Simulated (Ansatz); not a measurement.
# GeH6CI3N (CH3NH3GeI3): a band-gap study from PBEsol to G0W0 at the band limit, part 2 of 2

Aim: a best estimate of the quasiparticle gap of GeH6CI3N (CH3NH3GeI3), with each correction and its cost laid out.

Ansatz 0.2.0; density functionals, hybrids, G0W0, plane waves, PAW. Known limits of the many-body steps: not at the basis limit; no spin-orbit coupling; coarse k mesh.

So far. Step 3 (PBEsol+SOC): The gap stands −0.14 eV against PBEsol. Step 4 (HSE06): The gap stands +0.37 eV against PBEsol.

The structure was built from a prototype and need not be the compound's stable phase.

In doubt: the program warns that the response may not be converged on this k-mesh (step 5), which bears on dielectric and field responses; masses and optical values from hybrid runs of this build are listed as unsure (step 8), which bears on the screening that GW takes from such a start.

## Step 5: Dielectric tensor

The response to a uniform field gives ε∞, a yardstick for the screening that GW builds on its mesh.

This step: dielectric response by perturbation theory, PBEsol, plane waves, PAW.

File input.yaml:

```yaml
crystal:
  lattice:
    - [5.8668316077, 0.2883030652, 0.0662740025]
    - [0.2883030652, 5.9385653728, 0.0962838686]
    - [0.0662740025, 0.0962838686, 5.8672506988]
  atoms:
    - { symbol: C, position: [0.9269170889, 0.9146527793, 0.9831184323] }
    - { symbol: "N", position: [0.0781424511, 0.0960660543, 0.0098946862] }
    - { symbol: H, position: [1.0335207602, 0.7540610316, 0.9619979637] }
    - { symbol: H, position: [0.1842379779, 1.1124707428, 0.8664981039] }
    - { symbol: H, position: [0.8220526717, -0.0454106832, 0.8317094623] }
    - { symbol: H, position: [-0.0165304885, 0.2508014888, 0.0333257572] }
    - { symbol: H, position: [0.8162231621, -0.0956235813, 0.1358389744] }
    - { symbol: H, position: [0.1835625679, 1.0652022878, 0.1509816534] }
    - { symbol: Ge, position: [0.518353722, 0.5167532441, 0.5316610556] }
    - { symbol: I, position: [0.5133267614, 0.4709631545, 0.0010423275] }
    - { symbol: I, position: [0.4460134129, -0.0165903174, 0.5018875215] }
    - { symbol: I, position: [-0.0156379097, 0.475868373, 0.4917495274] }
kpoints:
  mp_grid: { grid: [4, 4, 4] }
hamiltonian:
  xc: pbesol
scf:
  occupations: { method: fixed }
dielectric: {}
```

The run is started by

```console
$ ansatz run input.yaml --threads 3 --pin off --max-ram 92160MiB --backend cuda --events-out ev --progress --plain --runs-dir out --devices 1 --max-vram 13GiB  # rebuilt from the run's record
```

Numbers of over 12 decimals in the logs are rounded to 6 here.

The program printed:

```text
GPUs: using 1 of 1 available (devices: 1).
[...]
GPU FFT provider: cuFFT
GPU libraries: cuBLAS 13.8.2, cuFFT 12.4.0, cuSOLVER 12.3.4
Crystal: 12 atoms, lattice volume = 203.854 Å³
Basis set: ecut = 420 eV, 3979 PW (Γ), exchange–correlation on 80×80×80 points (8 copies of the dense FFT grid, shifted against one another)
Bands: 52, of which v1, the nominal top of the filled ones, is band 40 counted from 1 (39 counted from 0)
Symmetry: 1 space group operations
k-points: 36 of 64 (time reversal used)
[...]
GPU buffer pool allocated for 64000 grid points (all kernels)
[...]
SCF iter   1: F=—  HF=-27273.354378 eV  |F-HF|=—  |Δ(HF+E_count)|=         —  Δρ=3.84e-3  dr2=2.36e-2  ethr=1.77e-3  ⟨swp⟩=5.1  Hψ=6418  notcnv=0  defer=335
[...]
SCF iter  11: F=-27273.347026 eV  HF=-27273.347026 eV  |F-HF|=4.37e-11  |Δ(HF+E_count)|=  5.60e-10  Δρ=9.72e-8  dr2=2.72e-11  ethr=1.00e-12  ⟨swp⟩=15.4  Hψ=9969  notcnv=0
SCF 1 converged in 11 iterations: F = -27273.347026 eV  dr2 = 2.72e-11
[...]
the response reads at least the filled bands of the reference SCF and the lowest empty band at each k-point, and that SCF's band table does not vouch for those bands. The notice of the band table in this run's record says why
[...]
DFPT response loops at Γ: preconditioner auto → Resta (q_TF=auto, 2.334 Å⁻¹)  ε∞=8.3 (no band partly filled); β = 1.00, the filter's whole step (`scf.mixing.beta` (0.50) is not read by the response loops at its default; to damp them type it under 1.00, their step now; it binds the ground state too); Broyden in place of MSR1
[...]
--- Band table (eV; the first three rows and the last of 36) ---
  k-point 0: bands = [... 36 lower, 3.2251, 3.2541, 3.3670, 3.6069, 7.9447, 8.3945, 8.9017, 9.0316, ... 8 higher]
  k-point 1: bands = [... 36 lower, 2.9923, 3.1105, 3.3854, 3.5666, 8.0843, 8.3669, 8.7038, 9.3380, ... 8 higher]
  k-point 2: bands = [... 36 lower, 3.0447, 3.2006, 3.5083, 3.8446, 6.5017, 8.3799, 9.3969, 9.7202, ... 8 higher]
  k-point 35: bands = [... 36 lower, 3.6753, 3.9062, 3.9334, 4.9339, 5.8138, 5.9052, 6.1510, 8.7074, ... 8 higher]
--- Dielectric response (ions clamped): 3 representative field directions + reference, inside a basis on a mesh of 1000 k-points (Σ response iterations 21) ---
  ε∞ (high-frequency dielectric tensor):
        8.177754    -0.116966     0.081969
       -0.116966     7.348007     0.010821
        0.081969     0.010821     8.512157
  Born effective charges Z* (e; rows j = field, columns β = displacement):
    site 0:
         0.14111    0.30285    0.03638
         0.31550    0.26535    0.04866
         0.01236    0.04313   -0.09633
    site 1:
        -0.87194    0.08204   -0.10782
         0.08644   -0.59859   -0.07203
[...]
site 2:
[...]
site 3:
[...]
site 4:
[...]
site 5:
[...]
site 6:
[...]
site 7:
[...]
site 8:
[...]
site 9:
[...]
site 10:
[...]
-0.04773    0.05814   -0.73810
    site 11:
        -4.37714    0.06438    0.15473
         0.24134   -0.48575   -0.01208
         0.11133   -0.00301   -0.66974
  Z* charge neutrality: 1.417e-2 e pre-enforcement
  solved inside a basis spanned on kpoints, on 10×10×10 k-points transformed towards the longest dipole, which do not settle them: ε∞ is read to err by 8.9e-2, Z* by 1.5e-1 e (field_mesh: kpoints solves on kpoints); Z* is corrected for what the basis lacks
[key lines of the parts left out:]
SCF converged after 11 iterations
Free energy (F): -27273.347026 eV
Fermi energy:    4.933921 eV
```

The job ended after 3.2 min (1 × NVIDIA H100 80GB HBM3 (shared by 6 runs) with 3 threads of AMD EPYC 7R13 (Zen 3), shared host; peak memory 17 GiB; 6.5 min of CPU time).

This step gave:

```
stated error of ε∞ : 0.089
```

One over ε∞ averages 0.13, well under the quarter of exact exchange in PBE0, which by this rule of thumb may open the gap too far.

High-frequency dielectric tensor:

```
 8.18 -0.12  0.08
-0.12  7.35  0.01
 0.08  0.01  8.51
```

## Step 6: G0W0, 4×4×4 mesh, 215 empty bands, screening to 60 eV

Now the one-shot GW correction: screening in the RPA, then the self-energy of the levels asked for.

This step: G0W0 on PBEsol, plane waves, PAW.

Edit input.yaml of step 5 so:

```diff
@@ -24,2 +24,7 @@
   occupations: { method: fixed }
-dielectric: {}
+gw:
+  n_empty_bands: 215
+  ecut_chi: 60
+  qp_bands: [v4, c4]
+  qp_kpoints: band_edges
+  screening: { model: contour_deformation }
```

The program printed:

```text
GPUs: using 1 of 1 available (devices: 1).
[...]
GPU FFT provider: cuFFT
GPU libraries: cuBLAS 13.8.2, cuFFT 12.4.0, cuSOLVER 12.3.4
Crystal: 12 atoms, lattice volume = 203.854 Å³
Basis set: ecut = 420 eV, 3979 PW (Γ)
Bands: 52, of which v1, the nominal top of the filled ones, is band 40 counted from 1 (39 counted from 0)
Symmetry: 1 space group operations
[...]
k-points: 36 of 64 (time reversal used)
[...]
0    44      9.0317    -4.9561    -3.7484    -9.1182  0.7689     9.4523     9.4454  root
[...]
35    41      5.8138    -9.4237    -2.8467   -12.6766  0.7537     6.2251     6.2200  root
    35    42      5.9053    -8.8427    -3.1420   -12.4694  0.7558     6.3980     6.3899  root
    35    43      6.1510    -8.6351    -3.2146   -12.3289  0.7548     6.6386     6.6303  root
    35    44      8.7074    -5.0980    -3.7612    -9.4353  0.7844     9.2962     9.2834  root
[key lines of the parts left out:]
SCF converged after 8 iterations
Free energy (F): -27273.347041 eV
Fermi energy:    4.933951 eV
```

Elapsed: 75 s, on 1 × NVIDIA H100 80GB HBM3 (shared by 6 runs) with 3 threads; peak memory 2.1 GiB; 1.9 min of CPU time.

Numbers from this step:

| Quantity | Value |
| --- | --- |
| bands summed | 255 |
| RPA ε∞ on this mesh (eigenvalues) | 9.001, 11.65, 13.71 |
| plane waves in the screening matrix | 215 |
| G0W0 gap on the mesh | 1.143 eV |
| k of the valence top | -0.5, -0.5, -0.5 |
| k of the conduction bottom | -0.5, -0.5, -0.5 |
| starting gap on the mesh | 0.8799 eV |
| least direct G0W0 gap on the computed points | 1.143 eV |

The gap on the mesh goes from 0.88 eV to 1.14 eV, a correction of +0.26 eV. Between the two edge states, bare exchange in place of the xc potential would open the gap by 3.60 eV, and correlation takes back 3.34 eV. The start differs from the 0.85 eV found before because this mesh misses an edge.

## Step 7: G0W0, 4×4×4 mesh, 850 empty bands, screening to 150 eV

Another rung: the empty bands reach about as high as the screening cutoff, so the two stay in balance.

Edit input.yaml of step 6 so:

```diff
@@ -25,4 +25,4 @@
 gw:
-  n_empty_bands: 215
-  ecut_chi: 60
+  n_empty_bands: 850
+  ecut_chi: 150.0
   qp_bands: [v4, c4]
```

The program printed:

```text
GPUs: using 1 of 1 available (devices: 1).
[...]
GPU FFT provider: cuFFT
GPU libraries: cuBLAS 13.8.2, cuFFT 12.4.0, cuSOLVER 12.3.4
Crystal: 12 atoms, lattice volume = 203.854 Å³
Basis set: ecut = 420 eV, 3979 PW (Γ)
Bands: 52, of which v1, the nominal top of the filled ones, is band 40 counted from 1 (39 counted from 0)
Symmetry: 1 space group operations
[...]
k-points: 36 of 64 (time reversal used)
[...]
GPU buffer pool allocated for 64000 grid points (all kernels)
[...]
SCF iter   1: F=—  HF=-27273.355072 eV  |F-HF|=—  |Δ(HF+E_count)|=         —  Δρ=3.84e-3  dr2=2.36e-2  ethr=1.77e-3  ⟨swp⟩=5.1  Hψ=6418  notcnv=0  defer=335
[...]
SCF iter   8: F=-27273.347041 eV  HF=-27273.347041 eV  |F-HF|=2.48e-9  |Δ(HF+E_count)|=   2.00e-7  Δρ=2.46e-6  dr2=1.40e-8  ethr=1.25e-10  ⟨swp⟩=15.0  Hψ=9706  notcnv=0
SCF 1 converged in 8 iterations: F = -27273.347041 eV  dr2 = 1.40e-8
[...]
G₀W₀ screening: q 1/36
[... further progress lines ...]
SCF converged after 8 iterations
Free energy (F): -27273.347041 eV
[...]
Internal energy: -27273.347041 eV  (E = F + TS)
E sigma→0 (E₀):  -27273.347041 eV
Fermi energy:    4.933951 eV
[...]
--- Band table (eV; the first three rows and the last of 36) ---
  k-point 0: bands = [... 36 lower, 3.2251, 3.2541, 3.3670, 3.6069, 7.9448, 8.3945, 8.9017, 9.0317, ... 8 higher]
  k-point 1: bands = [... 36 lower, 2.9923, 3.1105, 3.3855, 3.5666, 8.0843, 8.3670, 8.7039, 9.3381, ... 8 higher]
  k-point 2: bands = [... 36 lower, 3.0447, 3.2006, 3.5083, 3.8447, 6.5017, 8.3800, 9.3970, 9.7203, ... 8 higher]
  k-point 35: bands = [... 36 lower, 3.6753, 3.9062, 3.9334, 4.9340, 5.8138, 5.9053, 6.1510, 8.7074, ... 8 higher]
[...]
0    37      3.2251   -17.1006     2.0754   -14.2009  0.7249     2.3512     2.4009  root
     0    38      3.2541   -17.1078     2.1210   -14.1442  0.7256     2.3561     2.4115  root
     0    39      3.3670   -17.2632     2.0036   -14.4478  0.7277     2.5096     2.5552  root
     0    40      3.6069   -17.3279     1.9140   -14.5994  0.7315     2.7490     2.7924  root
     0    41      7.9448    -5.3993    -3.8520    -9.5204  0.7766     8.2163     8.2139  root
     0    42      8.3945    -7.1720    -4.2156   -11.6995  0.7482     8.7108     8.7064  root
     0    43      8.9017    -5.8779    -4.0876   -10.2121  0.7549     9.1506     9.1483  root
     0    44      9.0317    -4.9561    -3.9431    -9.1182  0.7669     9.2526     9.2507  root
     1    37      2.9923   -16.8597     2.1608   -13.8665  0.7213     2.1063     2.1599  root
     1    38      3.1105   -17.0944     2.0513   -14.2241  0.7256     2.2440     2.2915  root
     1    39      3.3855   -16.9586     1.8652   -14.3162  0.7272     2.5693     2.6082  root
     1    40      3.5666   -17.2281     1.9355   -14.4763  0.7304     2.7052     2.7503  root
     1    41      8.0843    -8.4411    -4.1750   -12.8373  0.7558     8.3081     8.3055  root
     1    42      8.3670    -7.1564    -4.1286   -11.5040  0.7463     8.5889     8.5860  root
     1    43      8.7039    -6.2734    -4.1301   -10.7833  0.7672     9.0886     9.0836  root
     1    44      9.3381    -5.2960    -4.0646    -9.6279  0.7628     9.6078     9.6055  root
     2    37      3.0447   -17.3519     2.2032   -14.3025  0.7236     2.1418     2.1984  root
     2    38      3.2006   -17.1537     2.1957   -14.0958  0.7254     2.2730     2.3385  root
     2    39      3.5083   -17.1422     1.9409   -14.3874  0.7290     2.6504     2.6944  root
     2    40      3.8447   -16.7699     1.0878   -15.0971  0.7363     3.2424     3.2597  root
     2    41      6.5017    -8.9974    -3.6751   -12.8524  0.7446     6.6828     6.6817  root
     2    42      8.3800    -7.3717    -4.2070   -11.7942  0.7343     8.5979     8.5955  root
     2    43      9.3970    -5.3542    -4.0321    -9.7007  0.7713     9.7142     9.7113  root
     2    44      9.7203    -5.9553    -4.2461   -10.5978  0.7643    10.1234    10.1166  root
[...]
35    37      3.6753   -17.4721     1.9435   -14.6854  0.7356     2.7807     2.8322  root
    35    38      3.9062   -17.5550     1.8816   -14.8467  0.7354     3.0333     3.0795  root
    35    39      3.9334   -17.5957     1.8994   -14.8581  0.7360     3.0455     3.0952  root
    35    40      4.9340   -15.6498    -0.0203   -15.3005  0.7539     4.5607     4.5644  root
    35    41      5.8138    -9.4237    -3.1882   -12.6766  0.7518     5.8786     5.8785  root
    35    42      5.9053    -8.8427    -3.4645   -12.4694  0.7540     6.0682     6.0675  root
    35    43      6.1510    -8.6351    -3.5302   -12.3289  0.7529     6.3154     6.3146  root
    35    44      8.7074    -5.0980    -3.9324    -9.4353  0.7820     9.1176     9.1122  root
```

Wall time 6.7 min (1 × NVIDIA H100 80GB HBM3 (shared by 6 runs) with 3 threads); peak memory 7.8 GiB; 11 min of CPU time.

This step gave:

```
bands summed                                 : 890
RPA ε∞ on this mesh (eigenvalues)            : 8.979, 11.63, 13.69
plane waves in the screening matrix          : 835
q-points in the mesh                         : 64
G0W0 gap on the mesh                         : 1.314 eV
k of the valence top                         : -0.5, -0.5, -0.5
k of the conduction bottom                   : -0.5, -0.5, -0.5
starting gap on the mesh                     : 0.8799 eV
Z at the valence top                         : 0.7539
Z at the conduction bottom                   : 0.7518
least direct G0W0 gap on the computed points : 1.314 eV
```

Against the run with 4×4×4 mesh, 215 empty bands, screening to 60 eV, the gap moves by +0.17 eV.

Limits: finite bands, cutoff and mesh; no spin-orbit coupling; coarse k mesh. v1 is the top filled band, c1 the lowest empty one. Levels before and after the correction, in eV, zero at the valence-band top of each column:

|  | conduction bottom | valence top |
| --- | --- | --- |
| Kohn-Sham | 0.88 | 0.00 |
| G0W0 | 1.31 | 0.00 |

|  | level | occupation | energy (eV) |
| --- | --- | --- | --- |
| Kohn-Sham | (-0.5 -0.5 -0.5) v4 | 2 | -1.259 |
| Kohn-Sham | (-0.5 -0.5 -0.5) v3 | 2 | -1.028 |
| Kohn-Sham | (-0.5 -0.5 -0.5) v2 | 2 | -1.001 |
| Kohn-Sham | (-0.5 -0.5 -0.5) v1 | 2 | 0.000 |
| Kohn-Sham | (-0.5 -0.5 -0.5) c1 | 0 | 0.880 |
| Kohn-Sham | (-0.5 -0.5 -0.5) c2 | 0 | 0.971 |
| Kohn-Sham | (-0.5 -0.5 -0.5) c3 | 0 | 1.217 |
| Kohn-Sham | (-0.5 -0.5 -0.5) c4 | 0 | 3.773 |
| G0W0 | (-0.5 -0.5 -0.5) v4 | 2 | -1.732 |
| G0W0 | (-0.5 -0.5 -0.5) v3 | 2 | -1.485 |
| G0W0 | (-0.5 -0.5 -0.5) v2 | 2 | -1.469 |
| G0W0 | (-0.5 -0.5 -0.5) v1 | 2 | 0.000 |
| G0W0 | (-0.5 -0.5 -0.5) c1 | 0 | 1.314 |
| G0W0 | (-0.5 -0.5 -0.5) c2 | 0 | 1.503 |
| G0W0 | (-0.5 -0.5 -0.5) c3 | 0 | 1.750 |
| G0W0 | (-0.5 -0.5 -0.5) c4 | 0 | 4.548 |

The parts of the quasiparticle energy at the two band edges (eV; QP = start + Σx + Σc − Vxc):

| run | edge | start | Σx | Σc | Vxc | Z | QP |
| --- | --- | --- | --- | --- | --- | --- | --- |
| 255 bands | valence top | 4.93 | -15.65 | 0.49 | -15.30 | 0.76 | 5.08 |
| 255 bands | conduction bottom | 5.81 | -9.42 | -2.85 | -12.68 | 0.75 | 6.22 |
| 890 bands | valence top | 4.93 | -15.65 | -0.02 | -15.30 | 0.75 | 4.56 |
| 890 bands | conduction bottom | 5.81 | -9.42 | -3.19 | -12.68 | 0.75 | 5.88 |

## Step 8: G0W0@HSE06, 4×4×4 mesh, 395 empty bands, screening to 90 eV

One-shot GW remembers its start. Another functional's orbitals and levels show by how much. Bands and cutoff are not those of the step before, so part of the change comes from them.

This step: G0W0 on HSE06, plane waves, PAW.

Edit input.yaml of step 7 so:

```diff
@@ -21,3 +21,3 @@
 hamiltonian:
-  xc: pbesol
+  xc: hse06
 scf:
@@ -25,4 +25,4 @@
 gw:
-  n_empty_bands: 850
-  ecut_chi: 150.0
+  n_empty_bands: 395
+  ecut_chi: 90
   qp_bands: [v4, c4]
```

The program printed:

```text
GPUs: using 1 of 1 available (devices: 1).
[...]
GPU FFT provider: cuFFT
GPU libraries: cuBLAS 13.8.2, cuFFT 12.4.0, cuSOLVER 12.3.4
Crystal: 12 atoms, lattice volume = 203.854 Å³
Basis set: ecut = 420 eV, 3979 PW (Γ)
Bands: 52, of which v1, the nominal top of the filled ones, is band 40 counted from 1 (39 counted from 0)
Symmetry: 1 space group operations
[...]
k-points: 36 of 64 (time reversal used)
[...]
0    43      9.4195    -5.6951    -3.7458    -9.5322  0.7847     9.5110     9.5108  root
     0    44      9.5552    -4.9408    -3.6314    -8.6416  0.7944     9.6247     9.6246  root
[...]
35    41      6.0695    -8.8722    -3.0826   -12.0896  0.7822     6.2046     6.2043  root
    35    42      6.2293    -8.5364    -3.2343   -11.9322  0.7829     6.3913     6.3908  root
    35    43      6.4942    -8.3439    -3.2812   -11.7745  0.7822     6.6441     6.6437  root
    35    44      9.2824    -4.8804    -3.5944    -8.6908  0.8096     9.4993     9.4984  root
[key lines of the parts left out:]
Free energy (F): -27582.563620 eV
Fermi energy:    4.845953 eV
```

It took 4.9 min on 1 × NVIDIA H100 80GB HBM3 (shared by 6 runs) with 3 threads; peak memory 4 GiB.

This step gave:

```yaml
bands_summed: 435
rpa_eps_infinity_on_this_mesh_eigenvalues: 6.424, 7.814, 8.726
plane_waves_in_the_screening_matrix: 405
g0w0_gap_on_the_mesh: 1.493 eV
k_of_the_valence_top: -0.5, -0.5, -0.5
k_of_the_conduction_bottom: -0.5, -0.5, -0.5
starting_gap_on_the_mesh: 1.224 eV
least_direct_g0w0_gap_on_the_computed_points: 1.493 eV
```

Against the run with 4×4×4 mesh, 850 empty bands, screening to 150 eV on PBEsol, the gap moves by +0.18 eV, while the start moved by +0.34 eV.

## Step 9: The ladder

Times are wall times on 1 × NVIDIA H100 80GB HBM3 (shared by 6 runs) with 3 threads of AMD EPYC 7R13 (Zen 3), shared host, good to a factor of about two. G0W0 rows are gaps on the mesh, lowered by the amount that the mesh misses the start's edges, a rough step that assumes the same correction there.

| level | gap (eV) | least direct gap (eV) | time |
| --- | --- | --- | --- |
| PBEsol | 0.85 | 0.88 | 7.9 s |
| PBEsol+SOC | 0.71 | 0.76 | 17 s |
| HSE06 | 1.22 | 1.22 | 66 s |
| G0W0@PBEsol (215 empty bands) | 1.11 | - | 75 s |
| G0W0@PBEsol (850 empty bands) | 1.29 | - | 6.7 min |
| G0W0@HSE06 (395 empty bands) | 1.49 | - | 4.9 min |

## Step 10: Adding up the best estimate

| term | eV | running total (eV) |
| --- | --- | --- |
| G0W0 on the mesh, top rung | 1.314 | 1.314 |
| to the limit, by a line in one over the bands through the two top rungs | +0.069 | 1.383 |
| band edges off the mesh | −0.028 | 1.355 |
| spin-orbit change, from PBEsol | −0.142 | 1.213 |

## Step 11: What came out

| Item | Value |
| --- | --- |
| PBEsol gap | 0.85 eV, indirect (only 28 meV under the direct gap) |
| HSE06 | 1.22 eV |
| G0W0, top rung on the mesh | 1.31 eV |
| best estimate, G0W0@PBEsol with spin-orbit change | 1.21 eV |
| GW settings of the top rung | 4×4×4 mesh, 850 empty bands, screening to 150 eV |
| known limits | one-shot GW, static lattice; one k mesh, untested; coarse k mesh |

In words: The best estimate for G0W0@PBEsol is 1.21 eV, indirect (only 46 meV under the direct gap) by PBEsol+SOC, against 0.71 eV at the start (both with spin-orbit coupling). The limit rests on the two highest rungs, unchecked by another pair. Among the functionals HSE06 comes nearest: −0.13 eV from the estimate without its spin-orbit term (1.35 eV). The RPA ε∞ on the GW mesh averages 11.4 against 8.0 from perturbation theory, which takes a denser mesh of its own: the GW mesh overstates the screening, which tends to leave the correction low. All runs took 18 min, 73 % of it in G0W0. The 4×4×4 mesh is coarse for this cell (its supercell is 23 Å along the shortest edge). The RPA ε∞ on it, from the PBEsol start, is 8.98, 11.63 and 13.69; such meshes misread the long-range screening, most where the gap is narrow.

[Paths, hosts, dates, memory and timing lines, banners, echoed tables and standing remarks are left out of the program output.]

[Logs are printed without paths, hosts, clocks, repeated set-up lines and the standing remarks that a program may print on its own settings, such as how far it seeks lower states.]

[Runs of the session that timed out or met a known fault of the program may be left out.]

[Cells called generated may have been cut or substituted from an entry of the Crystallography Open Database or the Materials Project.]

[Hosts, paths, dates, database ids (printed as entryN), source tags and the programs' standing remarks are cut or masked in the printed files.]
